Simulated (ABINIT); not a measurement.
# MgS (F-43m): G0W0 in ABINIT against the bands in the self-energy

Wanted: the cheapest bands in the self-energy that holds the gap of MgS (F-43m).

Main program and level: ABINIT 10.8.3; LDA and many-body steps on it, plane waves.

## 1. The starting structure

Symmetry: F-43m, No. 216, cubic system. The conventional cell has a = 5.666 Å, b = 5.666 Å, c = 5.666 Å, α = 90.00°, β = 90.00°, γ = 90.00°. Nearest to Mg lie 4 S at 2.45 Å. Nearest to S lie 4 Mg at 2.45 Å. Farther neighbours and most contacts between anions are not listed.

The cell and positions are those that the Materials Project relaxed with its own functionals (PBE, PBE+U or r2SCAN), kept fixed. This is not the form that MgS usually takes at ambient conditions.

## 2. Screening, 4×4×4 mesh, 81 bands, screening to 176.9 eV

This step: ABINIT 10.8.3; RPA screening on LDA, plane waves, norm-conserving pseudopotentials.

The RPA dielectric matrix is built and inverted for each q.

run.abi

```
acell 3*1.0 Angstrom
rprim 
  -0.000000000000 2.833120046800 2.833120046800
  2.833120046800 -0.000000000000 2.833120046800
  2.833120046800 2.833120046800 -0.000000000000
ntypat 2
znucl 12 16
natom 2
typat 1 2
xred 
  0.000000000000 0.000000000000 0.000000000000
  0.750000000000 0.750000000000 0.750000000000
pp_dirpath "pseudos"
pseudos "Mg.upf, S.upf"
ecut 38
ngkpt 4 4 4
nshiftk 1
shiftk 0 0 0
kptopt 1
chksymbreak 0
istwfk *1
occopt 1
irdwfk 1
optdriver 3
nband 81
ecuteps 6.5
inclvkb 2
awtr 1
symchi 1
indata_prefix "in"
outdata_prefix "out"
tmpdata_prefix "tmp"
```

Started as:

```
$ OMP_NUM_THREADS=1 mpirun -n 4 abinit run.abi > log
```

The program printed:

```text
.Version 10.8.3 of ABINIT. v10.8.2 released Aug 2026.

 Symmetries : space group F-4 3 m (#216); Bravais cF (face-center cubic)
[... echo of the input left out ...]
== DATASET  1 ==================================================================
-   mpi_nproc: 4, omp_nthreads: 1 (-1 if OMP is not activated)

--- !DatasetInfo
iteration_state: {dtset: 1, }
dimensions: {natom: 2, nkpt: 8, mband: 81, nsppol: 1, nspinor: 1, nspden: 1, mpw: 3479, }
cutoff_energies: {ecut:  38.0, pawecutdg:  -1.0, }
electrons: {nelect:   1.60000000E+01, charge:   0.00000000E+00, occopt:   1.00000000E+00, tsmear:   1.00000000E-02, }

 SCREENING: Calculation of the susceptibility and dielectric matrices

 Based on a program developped by R.W. Godby, V. Olevano, G. Onida, and L. Reining.
 Incorporated in ABINIT by V. Olevano, G.-M. Rignanese, and M. Torrent.
.Using double precision arithmetic ; gwpc =  8

[... cell and pseudopotentials left out ...]
--------------------------------------------------------------------------------

 ==== K-mesh for the wavefunctions ====
 Number of points in the irreducible wedge :     8
[... list of points left out ...]
 Together with 24 symmetry operations and time-reversal symmetry
 yields    64 points in the full Brillouin Zone.

 ==== Q-mesh for the screening function ====
 Number of points in the irreducible wedge :     8
[... list of points left out ...]
 Together with 24 symmetry operations and time-reversal symmetry
 yields    64 points in the full Brillouin Zone.

 setmesh: FFT mesh size selected  =    30x   30x   30
          total number of points  =        27000

 vcoul_init : cutoff-mode = AUXILIARY_FUNCTION
 q-points for optical limit:   1
     1)      0.000010    0.000020    0.000030

- screening: taking advantage of time-reversal symmetry
- Maximum band index for partially occupied states nbvw = 8
- Remaining bands to be divided among processors   nbcw = 73
- Number of bands treated by each node ~18

 Number of electrons calculated from density =   16.0000; Expected =   16.0000
 average of density, n =  0.052131
 r_s =    1.6606
 omega_plasma =   22.0244 [eV]

 calculating chi0 at frequencies [eV] :
  1    0.000000E+00    0.000000E+00
  2    0.000000E+00    2.202444E+01

--------------------------------------------------------------------------------
  q-point number  1        q = ( 0.000000, 0.000000, 0.000000) [r.l.u.]
--------------------------------------------------------------------------------
[... chi0 elements left out ...]
 For q-point:  0.000010 0.000020 0.000030
  dielectric constant =   4.4099
  dielectric constant without local fields =   5.1839

  Average fulfillment of the sum rule on Im[epsilon] for q-point    1 :     57.21  [%]
[... wings left out ...]
  q-point number  2        q = ( 0.250000, 0.000000, 0.000000) [r.l.u.]
--------------------------------------------------------------------------------
[... chi0 elements left out ...]
  Average fulfillment of the sum rule on Im[epsilon] for q-point    2 :     65.40  [%]

 [... 6 further q-points ...]
```

Wall time 15 s (4 MPI ranks of Arm Neoverse V2, shared host); peak memory 0.73 GiB.

This step gave:

```
ε∞ with local fields, on this mesh, along the program's q direction : 4.410
the same without local fields                                       : 5.184
plasma frequency                                                    : 22.02 eV
plane waves in the screening matrix                                 : 259
```

Local fields lower ε∞ by 15 %. On a Γ-centred mesh this coarse the value itself is usually too large, while a short band sum pulls it down.

## 3. 16 bands

This step: G0W0 on LDA, plane waves, norm-conserving pseudopotentials.

Edit run.abi of step 2 so:

```diff
@@ -23,8 +23,15 @@
 irdwfk 1
-optdriver 3
-nband 81
+optdriver 4
+nband 16
+gwcalctyp 0
+ecutsigx 38
+symsigma 1
+nkptgw 1
+kptgw 
+  0.0000000000 0.0000000000 0.0000000000
+bdgw 
+  6 12
 ecuteps 6.5
-inclvkb 2
-awtr 1
-symchi 1
+irdscr 1
+ppmodel 1
 indata_prefix "in"
```

The program printed:

```text
.Version 10.8.3 of ABINIT. v10.8.2 released Aug 2026.

 Symmetries : space group F-4 3 m (#216); Bravais cF (face-center cubic)
[... echo of the input left out ...]
== DATASET  1 ==================================================================
-   mpi_nproc: 4, omp_nthreads: 1 (-1 if OMP is not activated)

--- !DatasetInfo
iteration_state: {dtset: 1, }
dimensions: {natom: 2, nkpt: 8, mband: 16, nsppol: 1, nspinor: 1, nspden: 1, mpw: 3479, }
cutoff_energies: {ecut:  38.0, pawecutdg:  -1.0, }
electrons: {nelect:   1.60000000E+01, charge:   0.00000000E+00, occopt:   1.00000000E+00, tsmear:   1.00000000E-02, }

 SIGMA: Calculation of the GW corrections

 Based on a program developped by R.W. Godby, V. Olevano, G. Onida, and L. Reining.
 Incorporated in ABINIT by V. Olevano, G.-M. Rignanese, and M. Torrent.
.Using double precision arithmetic ; gwpc =  8

[... cell and pseudopotentials left out ...]
--------------------------------------------------------------------------------

 ==== K-mesh for the wavefunctions ====
 Number of points in the irreducible wedge :     8
[... list of points left out ...]
 Together with 24 symmetry operations and time-reversal symmetry
 yields    64 points in the full Brillouin Zone.

 ==== Q-mesh for screening function ====
 Number of points in the irreducible wedge :     8
[... list of points left out ...]
 Together with 24 symmetry operations and time-reversal symmetry
 yields    64 points in the full Brillouin Zone.

 vcoul_init : cutoff-mode = AUXILIARY_FUNCTION
 q-points for optical limit:   1
     1)      0.000010    0.000020    0.000030
 setmesh: FFT mesh size selected  =    45x   45x   45
          total number of points  =        91125

 Number of electrons calculated from density =   16.0000; Expected =   16.0000
 average of density, n =  0.052131
 r_s =    1.6606
 omega_plasma =   22.0244 [eV]

 === KS Band Gaps ===
  >>>> For spin  1
   Minimum direct gap =   3.1654 [eV], located at k-point      :   0.0000  0.0000  0.0000
   Fundamental gap    =   3.1654 [eV], Top of valence bands at :   0.0000  0.0000  0.0000
                                       Bottom of conduction at :   0.0000  0.0000  0.0000
 SIGMA fundamental parameters:
 PLASMON POLE MODEL  1
 number of plane-waves for SigmaX                 3479
 number of plane-waves for SigmaC and W            259
 number of plane-waves for wavefunctions          3479
 number of bands                                    16
 number of independent spin polarizations            1
 number of spinorial components                      1
 number of k-points in IBZ                           8
 number of q-points in IBZ                           8
 number of symmetry operations                      24
 number of k-points in BZ                           64
 number of q-points in BZ                           64
 number of frequencies for dSigma/dE                 9
 frequency step for dSigma/dE [eV]                0.25
 number of omega for Sigma on real axis              0
 max omega for Sigma on real axis  [eV]           0.00
 zcut for avoiding poles [eV]                     0.10

 EPSILON^-1 parameters (SCR file):
 dimension of the eps^-1 matrix on file            259
 dimension of the eps^-1 matrix used               259
 number of plane-waves for wavefunctions          3479
 number of bands                                    81
 number of q-points in IBZ                           8
 number of frequencies                               2
 number of real frequencies                          1
 number of imag frequencies                          1

 matrix elements of self-energy operator (all in [eV])

 Perturbative Calculation

--- !SelfEnergy_ee
iteration_state: {dtset: 1, }
kpoint     : [   0.000,    0.000,    0.000, ]
spin       : 1
KS_gap     :    3.165
QP_gap     :    4.773
Delta_QP_KS:    1.608
data: !SigmaeeData |
     Band     E0 <VxcDFT>   SigX SigC(E0)      Z dSigC/dE  Sig(E)    E-E0       E
        6   1.305 -12.870 -16.221   3.104   0.792  -0.262 -13.066  -0.196   1.109
        7   1.305 -12.870 -16.221   3.104   0.792  -0.262 -13.066  -0.196   1.109
        8   1.305 -12.870 -16.221   3.104   0.792  -0.262 -13.066  -0.196   1.109
        9   4.470  -9.360  -5.069  -2.585   0.828  -0.208  -7.947   1.412   5.882
       10   9.041 -10.175  -4.841  -2.691   0.828  -0.208  -7.986   2.188  11.229
       11   9.041 -10.175  -4.841  -2.691   0.828  -0.208  -7.986   2.188  11.229
       12   9.041 -10.175  -4.841  -2.691   0.828  -0.208  -7.986   2.188  11.229

== END DATASET(S) ==============================================================
================================================================================

 -outvars: echo values of variables after computation  --------
           etotal      0.0000000000E+00
            nband          16
             nkpt           8
          spgroup         216
 [... the other variables as echoed above ...]

 Calculation completed.
```

It took 2.5 s on 4 MPI ranks; peak memory 0.19 GiB.

Numbers from this step:

| Quantity | Value |
| --- | --- |
| G0W0 gap on the points computed | 4.773 eV |
| starting gap on the mesh | 3.165 eV |
| k of the valence top | 0, 0, 0 |
| k of the conduction bottom | 0, 0, 0 |
| Z at the valence top | 0.792 |
| Z at the conduction bottom | 0.828 |
| least direct G0W0 gap on the computed points | 4.773 eV |

## 4. 26 bands

The self-energy is evaluated for the states that the input lists, and the levels follow from it, in one-shot runs by the linearised quasiparticle equation.

Edit run.abi of step 3 so:

```diff
@@ -24,3 +24,3 @@
 optdriver 4
-nband 16
+nband 26
 gwcalctyp 0
```

The program printed:

```text
.Version 10.8.3 of ABINIT. v10.8.2 released Aug 2026.

 Symmetries : space group F-4 3 m (#216); Bravais cF (face-center cubic)
[... echo of the input left out ...]
== DATASET  1 ==================================================================
-   mpi_nproc: 4, omp_nthreads: 1 (-1 if OMP is not activated)

--- !DatasetInfo
iteration_state: {dtset: 1, }
dimensions: {natom: 2, nkpt: 8, mband: 26, nsppol: 1, nspinor: 1, nspden: 1, mpw: 3479, }
cutoff_energies: {ecut:  38.0, pawecutdg:  -1.0, }
electrons: {nelect:   1.60000000E+01, charge:   0.00000000E+00, occopt:   1.00000000E+00, tsmear:   1.00000000E-02, }

 SIGMA: Calculation of the GW corrections

 Based on a program developped by R.W. Godby, V. Olevano, G. Onida, and L. Reining.
 Incorporated in ABINIT by V. Olevano, G.-M. Rignanese, and M. Torrent.
.Using double precision arithmetic ; gwpc =  8

[... cell and pseudopotentials left out ...]
--------------------------------------------------------------------------------

 ==== K-mesh for the wavefunctions ====
 Number of points in the irreducible wedge :     8
[... list of points left out ...]
 Together with 24 symmetry operations and time-reversal symmetry
 yields    64 points in the full Brillouin Zone.

 ==== Q-mesh for screening function ====
 Number of points in the irreducible wedge :     8
[... list of points left out ...]
 Together with 24 symmetry operations and time-reversal symmetry
 yields    64 points in the full Brillouin Zone.

 vcoul_init : cutoff-mode = AUXILIARY_FUNCTION
 q-points for optical limit:   1
     1)      0.000010    0.000020    0.000030
 setmesh: FFT mesh size selected  =    45x   45x   45
          total number of points  =        91125

 Number of electrons calculated from density =   16.0000; Expected =   16.0000
[...]
number of q-points in BZ                           64
 number of frequencies for dSigma/dE                 9
 frequency step for dSigma/dE [eV]                0.25
 number of omega for Sigma on real axis              0
 max omega for Sigma on real axis  [eV]           0.00
 zcut for avoiding poles [eV]                     0.10

 EPSILON^-1 parameters (SCR file):
 dimension of the eps^-1 matrix on file            259
 dimension of the eps^-1 matrix used               259
 number of plane-waves for wavefunctions          3479
 number of bands                                    81
 number of q-points in IBZ                           8
 number of frequencies                               2
 number of real frequencies                          1
 number of imag frequencies                          1

 matrix elements of self-energy operator (all in [eV])

 Perturbative Calculation

--- !SelfEnergy_ee
iteration_state: {dtset: 1, }
kpoint     : [   0.000,    0.000,    0.000, ]
spin       : 1
KS_gap     :    3.165
QP_gap     :    4.859
Delta_QP_KS:    1.694
data: !SigmaeeData |
     Band     E0 <VxcDFT>   SigX SigC(E0)      Z dSigC/dE  Sig(E)    E-E0       E
        6   1.305 -12.870 -16.221   2.471   0.783  -0.276 -13.559  -0.689   0.615
        7   1.305 -12.870 -16.221   2.471   0.783  -0.276 -13.559  -0.689   0.615
        8   1.305 -12.870 -16.221   2.471   0.783  -0.276 -13.559  -0.689   0.615
        9   4.470  -9.360  -5.069  -3.065   0.820  -0.220  -8.355   1.004   5.474
       10   9.041 -10.175  -4.841  -3.353   0.815  -0.228  -8.562   1.613  10.654
       11   9.041 -10.175  -4.841  -3.353   0.815  -0.228  -8.562   1.613  10.654
       12   9.041 -10.175  -4.841  -3.353   0.815  -0.228  -8.562   1.613  10.654

== END DATASET(S) ==============================================================
================================================================================

 -outvars: echo values of variables after computation  --------
           etotal      0.0000000000E+00
            nband          26
             nkpt           8
          spgroup         216
 [... the other variables as echoed above ...]

 Calculation completed.
```

It took 3.1 s on 4 MPI ranks; peak memory 0.58 GiB.

Numbers from this step:

```yaml
g0w0_gap_on_the_points_computed: 4.859 eV
starting_gap_on_the_mesh: 3.165 eV
k_of_the_valence_top: 0, 0, 0
k_of_the_conduction_bottom: 0, 0, 0
z_at_the_valence_top: 0.783
z_at_the_conduction_bottom: 0.82
least_direct_g0w0_gap_on_the_computed_points: 4.859 eV
```

The gap on the mesh goes from 3.17 eV to 4.86 eV, a correction of +1.69 eV.

## 5. 51 bands

Edit run.abi of step 4 so:

```diff
@@ -24,3 +24,3 @@
 optdriver 4
-nband 26
+nband 51
 gwcalctyp 0
```

The program printed:

```text
.Version 10.8.3 of ABINIT. v10.8.2 released Aug 2026.

 Symmetries : space group F-4 3 m (#216); Bravais cF (face-center cubic)
[... echo of the input left out ...]
== DATASET  1 ==================================================================
-   mpi_nproc: 4, omp_nthreads: 1 (-1 if OMP is not activated)

--- !DatasetInfo
iteration_state: {dtset: 1, }
dimensions: {natom: 2, nkpt: 8, mband: 51, nsppol: 1, nspinor: 1, nspden: 1, mpw: 3479, }
cutoff_energies: {ecut:  38.0, pawecutdg:  -1.0, }
[...]
10   9.041 -10.175  -4.841  -3.774   0.809  -0.236  -8.913   1.262  10.303
       11   9.041 -10.175  -4.841  -3.774   0.809  -0.236  -8.913   1.262  10.303
       12   9.041 -10.175  -4.841  -3.774   0.809  -0.236  -8.913   1.262  10.303

== END DATASET(S) ==============================================================
================================================================================

 -outvars: echo values of variables after computation  --------
           etotal      0.0000000000E+00
            nband          51
             nkpt           8
          spgroup         216
 [... the other variables as echoed above ...]

 Calculation completed.
```

It took 4.1 s on 4 MPI ranks; peak memory 0.59 GiB; 16 s of CPU time.

This step gave:

| Quantity | Value |
| --- | --- |
| G0W0 gap on the points computed | 4.950 eV |
| starting gap on the mesh | 3.165 eV |
| k of the valence top | 0, 0, 0 |
| k of the conduction bottom | 0, 0, 0 |
| least direct G0W0 gap on the computed points | 4.950 eV |

Against the run before, the gap moves by +0.091 eV.

## 6. 81 bands

Edit run.abi of step 5 so:

```diff
@@ -24,3 +24,3 @@
 optdriver 4
-nband 51
+nband 81
 gwcalctyp 0
```

The program printed:

```text
.Version 10.8.3 of ABINIT. v10.8.2 released Aug 2026.

 Symmetries : space group F-4 3 m (#216); Bravais cF (face-center cubic)
[... echo of the input left out ...]
== DATASET  1 ==================================================================
-   mpi_nproc: 4, omp_nthreads: 1 (-1 if OMP is not activated)

--- !DatasetInfo
iteration_state: {dtset: 1, }
dimensions: {natom: 2, nkpt: 8, mband: 81, nsppol: 1, nspinor: 1, nspden: 1, mpw: 3479, }
cutoff_energies: {ecut:  38.0, pawecutdg:  -1.0, }
[...]
10   9.041 -10.175  -4.841  -3.903   0.808  -0.237  -9.018   1.156  10.198
       11   9.041 -10.175  -4.841  -3.903   0.808  -0.237  -9.018   1.156  10.198
       12   9.041 -10.175  -4.841  -3.903   0.808  -0.237  -9.018   1.156  10.198

== END DATASET(S) ==============================================================
================================================================================

 -outvars: echo values of variables after computation  --------
           etotal      0.0000000000E+00
            nband          81
             nkpt           8
          spgroup         216
 [... the other variables as echoed above ...]

 Calculation completed.
```

Elapsed: 5.1 s, on 4 MPI ranks; peak memory 0.62 GiB.

Numbers from this step:

* G0W0 gap on the points computed: 4.999 eV
* starting gap on the mesh: 3.165 eV
* k of the valence top: 0, 0, 0
* k of the conduction bottom: 0, 0, 0
* least direct G0W0 gap on the computed points: 4.999 eV

Against the run before, the gap moves by +0.049 eV.

## 7. The runs together

Times are wall times on 4 MPI ranks of Arm Neoverse V2, shared host, good to a factor of about two. A run's time includes the screening step that it read.

| run | mesh | bands | screening cutoff (eV) | DFT gap (eV) | gap on the mesh (eV) | direct (eV) | ε∞ used | time |
| --- | --- | --- | --- | --- | --- | --- | --- | --- |
| 16 bands | 4×4×4 | 16 | 176.9 | 3.165 | 4.773 | 4.773 | 4.41 | 17 s |
| 26 bands | 4×4×4 | 26 | 176.9 | 3.165 | 4.859 | 4.859 | 4.41 | 18 s |
| 51 bands | 4×4×4 | 51 | 176.9 | 3.165 | 4.950 | 4.950 | 4.41 | 19 s |
| 81 bands | 4×4×4 | 81 | 176.9 | 3.165 | 4.999 | 4.999 | 4.41 | 20 s |

## 8. Outcome

| Quantity | Value |
| --- | --- |
| 16 bands | 4.773 eV |
| 26 bands | 4.859 eV |
| 51 bands | 4.950 eV |
| 81 bands | 4.999 eV |
| known limits | not at the basis limit; coarse k mesh |

**Reading.** The setting moved: bands in the self-energy. From 16 bands to 81 bands the gap moves by +0.23 eV. The last step still moves it by +0.049 eV. Bands and screening cutoff are coupled, so a series along one setting does not show full convergence. Bands and cutoff are finite, so the gap is not at the basis limit. The miss can reach some tenths of an eV and take either sign; the mesh is an error of its own. In the G0W0 runs levels were corrected at 1 k point alone, so a gap called «on the mesh» is the least over those, and an edge elsewhere would be missed. The 4×4×4 mesh is coarse for this cell, which bears on the long-range parts of exchange and screening.

[Paths, hosts, dates, memory and timing lines, banners, echoed tables and standing remarks are left out of the program output.]

[Logs are printed without paths, hosts, clocks, repeated set-up lines and the standing remarks that a program may print on its own settings, such as how far it seeks lower states.]

[Runs of the session that timed out or met a known fault of the program may be left out.]

[Hosts, paths, dates, database ids (printed as entryN), source tags and the programs' standing remarks are cut or masked in the printed files.]

[G0W0 gaps are taken among the corrected bands and points alone; a level outside them can change the order at an edge.]

[Where Ansatz stands beside ABINIT at settings called matched, ABINIT's density can come from a denser mesh and the files from another edition; pairs whose starting gaps differed by over 0.03 eV were left out, so agreement reads better than it is.]
